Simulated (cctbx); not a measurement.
**A disordered crystal of nominal FeP3**

Cell a = 4.8910 Å, b = 4.8910 Å, c = 4.8910 Å, α = 90.00°, β = 90.00°, γ = 90.00°; space group Pm-3m (no. 221); nominal formula FeP3.

Simulated single-crystal data (cctbx): Cu Kα, λ = 1.54184 Å, to d = 0.83 Å, 70 % of the full sphere, strongest reflection 20000 counts, noise from counting, a 2 % proportional error and a noise floor of 15 counts (s.d.); no absorption, and some extinction, which the refinements don't model.

With every site full:

```text
Rint 0.023, 38 unique reflections to 0.84 A
cycle     R1     wR2    GooF  max shift (A)
   1  0.1126  0.2275  19.025   0.00000
   2  0.0111  0.0263   2.200   0.00000
final R1 0.0111 wR2 0.0263 GooF 2.200  parameters 3  data/parameter 12.7
atom        x        y        z      Ueq    occ   su(xyz)  su(Uiso or U11)
Fe1    0.00000  0.00000  0.00000   0.0054  1.000  0.00000  0.0004
P1     0.50000  0.50000  0.00000   0.0008  1.000  0.00000  0.0004
difference map: max 0.16 min -0.17 rms 0.04
Q1    0.0904  0.5000  0.5000    6    0.16  0.44 A from P1
Q2    0.3300  0.3300  0.5000   12    0.09  1.82 A from P1
Q3    0.0000  0.0000  0.0000    1    0.08  0.00 A from Fe1
Q4    0.0000  0.0000  0.4040    6    0.08  1.98 A from Fe1
Q5    0.0000  0.2046  0.3653   24    0.08  1.59 A from P1
Q6    0.1793  0.1793  0.5000   12    0.06  1.80 A from P1
```

With the occupancies of the suspect sites free, each still typed as its main element:

```text
Rint 0.023, 38 unique reflections to 0.84 A
cycle     R1     wR2    GooF  max shift (A)
   1  0.0706  0.1414  12.002   0.00000
   2  0.0066  0.0118   0.998   0.00000
final R1 0.0066 wR2 0.0118 GooF 0.998  parameters 4  data/parameter 9.5
atom        x        y        z      Ueq    occ   su(xyz)  su(Uiso or U11)
Fe1    0.00000  0.00000  0.00000   0.0048  0.965  0.00000  0.0002
P1     0.50000  0.50000  0.00000   0.0025  1.000  0.00000  0.0002
su of occupancy Fe1: 0.003
difference map: max 0.07 min -0.09 rms 0.03
Q1    0.3234  0.3234  0.5000   12    0.07  1.80 A from P1
Q2    0.0000  0.2268  0.3615   24    0.06  1.50 A from P1
Q3    0.5000  0.5000  0.5000    1    0.06  2.45 A from P1
Q4    0.0000  0.0000  0.3983    6    0.06  1.95 A from Fe1
Q5    0.1944  0.1944  0.1944    8    0.04  1.65 A from Fe1
Q6    0.1925  0.1925  0.5000   12    0.04  1.77 A from P1
```

**Question.** What is the disorder?

X-rays count electrons. Fe1 refines to 0.965(0.003), or 25.1 electrons; the site truly holds 0.94 Fe, 24.4 electrons, which is 0.940 of Fe. A value under 1 can't tell vacancies from a lighter guest, and one over 1 needs a heavier guest; chemistry or a second radiation must settle which. Occupancy correlates with U and the scale, so the match is approximate.

Freeing them takes R1 from 0.0111 to 0.0066 and GooF from 2.20 to 1.00.

The model was made for the exercise: a known structure type with other elements put in, its volume estimated, not relaxed; displacement parameters are assumed.

[Middle refinement cycles are left out of these outputs.]

[Logs are printed without paths, hosts, clocks, repeated set-up lines and the standing remarks that a program may print on its own settings, such as how far it seeks lower states.]
